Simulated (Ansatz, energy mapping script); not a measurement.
# NiO: exchange couplings from total energies

Wanted: the magnetic order of NiO, its couplings and an estimate of its ordering temperature, by HSE06.

Main program and level: Ansatz 0.2.0; HSE06; plane waves, collinear spin, no spin–orbit coupling.

Report form: the programs' logs are mostly left out.

## Step 1: The structure

It takes space group Fm-3m (No. 225, cubic). Conventional cell: a = 4.172 Å, b = 4.172 Å, c = 4.172 Å, α = 90.00°, β = 90.00°, γ = 90.00°. Nearest to Ni lie 6 O at 2.09 Å. Nearest to O lie 6 Ni at 2.09 Å. Farther neighbours and most contacts between anions are not listed.

As a file:

```cif
data_structure
_symmetry_space_group_name_H-M 'Fm-3m'
_symmetry_Int_Tables_number 225
_cell_length_a 4.1718
_cell_length_b 4.1718
_cell_length_c 4.1718
_cell_angle_alpha 90.000
_cell_angle_beta 90.000
_cell_angle_gamma 90.000
_cell_volume 72.61
loop_
_atom_site_label
_atom_site_type_symbol
_atom_site_symmetry_multiplicity
_atom_site_Wyckoff_symbol
_atom_site_fract_x
_atom_site_fract_y
_atom_site_fract_z
_atom_site_occupancy
Ni1 Ni 4 a 0.00000 0.00000 0.00000 1
O1 O 4 b 0.50000 0.00000 0.00000 1
```

A hybrid functional removes part of the self-interaction of all shells with no element-specific parameter, at many times the cost.

## Step 2: Run 1 (parallel; cell A, 4 atoms)

Each cell gets its own parallel run on the same mesh, so that most of the mesh error cancels in the differences.

File input.yaml:

```yaml
crystal:
  lattice:
    - [0.0, -2.085901641, -2.085901641]
    - [0.0, 2.085901641, -2.085901641]
    - [4.171803282, 0.0, 0.0]
  atoms:
    - { symbol: Ni, position: [0.5, 0.5, 0.5], spin: 2.0 }
    - { symbol: Ni, position: [0.0, 0.0, 0.0], spin: 2.0 }
    - { symbol: O, position: [0.5, 0.5, 0.0] }
    - { symbol: O, position: [0.0, 0.0, 0.5] }
magnetization:
  spin_polarized: true
kpoints:
  mp_grid: { grid: [8, 8, 6] }
hamiltonian:
  xc: hse06
scf:
  occupations: { method: fermi_dirac, width: 0.05 }
output:
  eigenvalues: true
```

Command:

```
$ ansatz run input.yaml --threads 4 --pin off --max-ram 8192MiB --backend cpu --events-out ev --progress --plain --runs-dir out
```

Elapsed: 1.7 min, on 4 threads of Arm Neoverse N1, shared host; peak memory 2.5 GiB; 6.1 min of CPU time.

Spin moment in the sphere by atom:

| atom | spin moment in the sphere (μB) |
| --- | --- |
| Ni1 | 1.73 |
| Ni2 | 1.73 |
| O3 | 0.24 |
| O4 | 0.24 |

The run ends ferromagnetic.

## Step 3: Compensated +− start in cell A (4 atoms)

This order reverses 8 of the 12 neighbours at 2.95 Å and 0 of the 6 neighbours at 4.17 Å, counted for an average magnetic atom.

Changes to input.yaml since step 2:

```diff
@@ -7,3 +7,3 @@
     - { symbol: Ni, position: [0.5, 0.5, 0.5], spin: 2.0 }
-    - { symbol: Ni, position: [0.0, 0.0, 0.0], spin: 2.0 }
+    - { symbol: Ni, position: [0.0, 0.0, 0.0], spin: -2.0 }
     - { symbol: O, position: [0.5, 0.5, 0.0] }
```

The job ended after 1.9 min (4 threads; peak memory 2.4 GiB).

Spin moment in the sphere by atom:

| atom | spin moment in the sphere (μB) |
| --- | --- |
| Ni1 | 1.74 |
| Ni2 | -1.74 |
| O3 | -0.08 |
| O4 | 0.08 |

The run ends antiferromagnetic, 16.27 meV a magnetic atom above the parallel order of its cell.

## Step 4: Parallel start in cell B (4 atoms)

The parallel order again, as the reference for this cell.

This run holds the same structure in another cell (c 4.172 → 5.109 Å, α 90.0 → 73.2°, β 90.0 → 73.2°, γ 90.0 → 60.0°).

input.yaml, the sections that differ from step 3:

```yaml
crystal:
  lattice:
    - [0.0, -2.085901641, -2.085901641]
    - [-2.085901641, 0.0, -2.085901641]
    - [2.085901641, 2.085901641, -4.171803282]
  atoms:
    - { symbol: Ni, position: [0.5, 0.5, 0.5], spin: 2.0 }
    - { symbol: Ni, position: [0.0, 0.0, 0.0], spin: 2.0 }
    - { symbol: O, position: [0.75, 0.75, 0.75] }
    - { symbol: O, position: [0.25, 0.25, 0.25] }
kpoints:
  mp_grid: { grid: [9, 9, 9] }
# magnetization, hamiltonian, scf, output: as in step 3
```

Run time: 3.1 min. Hardware: 4 threads; peak memory 3.9 GiB; 11 min of CPU time.

The run ends ferromagnetic. For each magnetic atom its energy differs from the parallel run of the first cell by 0.23 meV, an error that one common reference would have brought in.

## Step 5: Order 4: compensated +−, cell B of 4 atoms

This order reverses 6 of the 12 neighbours at 2.95 Å and 6 of the 6 neighbours at 4.17 Å, counted for an average magnetic atom.

Changes to input.yaml since step 4:

```diff
@@ -7,3 +7,3 @@
     - { symbol: Ni, position: [0.5, 0.5, 0.5], spin: 2.0 }
-    - { symbol: Ni, position: [0.0, 0.0, 0.0], spin: 2.0 }
+    - { symbol: Ni, position: [0.0, 0.0, 0.0], spin: -2.0 }
     - { symbol: O, position: [0.75, 0.75, 0.75] }
```

It took 2.9 min on 4 threads; peak memory 3.9 GiB; 11 min of CPU time.

The run ends antiferromagnetic, 110.07 meV a magnetic atom below the parallel order of its cell.

## Step 6: Mapping onto a Heisenberg model

Each energy difference is a sum of couplings weighted by the pairs that the order reverses. A few near shells are fitted to the differences by least squares. Energies are those extrapolated to zero occupation width, not the free energies F.

The orders that converged (zero: parallel moments in the same cell):

| order | atoms | energy (meV a magnetic atom) | moments (μB) | moments kept as typed | opposed neighbours at 2.95, 4.17 Å |
| --- | --- | --- | --- | --- | --- |
| parallel in cell A | 4 | 0.00 | 1.73 | yes | 0, 0 |
| compensated +− in cell A | 4 | 16.27 | 1.74 | yes | 8, 0 |
| parallel in cell B | 4 | 0.00 | 1.73 | yes | 0, 0 |
| compensated +− in cell B | 4 | -110.07 | 1.68 | yes | 6, 6 |

Couplings from the energies, with E = −Σ J e·e over ordered pairs:

| pair | distance (Å) | neighbours | J (meV) |
| --- | --- | --- | --- |
| Ni–Ni | 2.95 | 12 | 1.02 |
| Ni–Ni | 4.17 | 6 | -10.2 |

These orders cannot tell some unfitted shells from fitted ones: the value at 2.95 Å holds J(2.95) + 2 J(5.11) + 2 J(6.60); other unfitted shells add to the values wholly or in part. No temperature is drawn.

## Step 7: Comparison

The first set of orders, under PBE+U (6 eV), took 73 s of CPU time summed over its finished orders (seed run apart), these 35 min.

| quantity | this set | first set |
| --- | --- | --- |
| J at 2.95 Å, meV | 1.02 | 0.653 |
| J at 4.17 Å, meV | -10.2 | -9.63 |

The coupling that led in the first set goes from -9.63 to -10.2 meV.

## Step 8: What came out

| Item | Value |
| --- | --- |
| lowest order tried | compensated +− in cell B |
| largest fitted value (a combination of shells), Ni–Ni at 4.17 Å | -10.2 meV |

In words: Of the orders tried, NiO prefers the order “compensated +− in cell B” under HSE06, with 6 of 12 neighbours at 2.95 Å and 6 of 6 neighbours at 4.17 Å opposed. Orders that were not tried, spirals among them, may lie lower. The coupling at 4.17 Å is 1.1 times that of the first set, at 29 times the CPU time. The largest fitted coupling is the Ni–Ni pair at 4.17 Å, antiferromagnetic at -10 meV, across a ligand at about 180°. The straight metal–ligand–metal path outweighs the right-angled one, the pattern expected of superexchange through one ligand p orbital, which these runs do not test. The orders also reverse pairs at 5.11 Å, which are not fitted, so the fitted values hold their part too. No fitted order reverses the pairs at 5.90 Å, so their coupling is unknown and is set to zero in the model. 2 energy differences fix 2 couplings with none to spare, so the fit tests nothing. In the fitted orders moments change by up to 2.7 % against the parallel run of the same cell, so their size stays put. With a near shell that the orders cannot separate, no temperature is given.

[Logs and program files are shortened in this print: banners, set-up blocks, solver, clock and traceback lines can be left out without a mark of their own.]

[Logs are printed without paths, hosts, clocks, repeated set-up lines and the standing remarks that a program may print on its own settings, such as how far it seeks lower states.]

[Hosts, paths, dates, database ids (printed as entryN), source tags and the programs' standing remarks are cut or masked in the printed files.]

[Where a cell is said to come from a database of computed structures, the database is the Materials Project.]
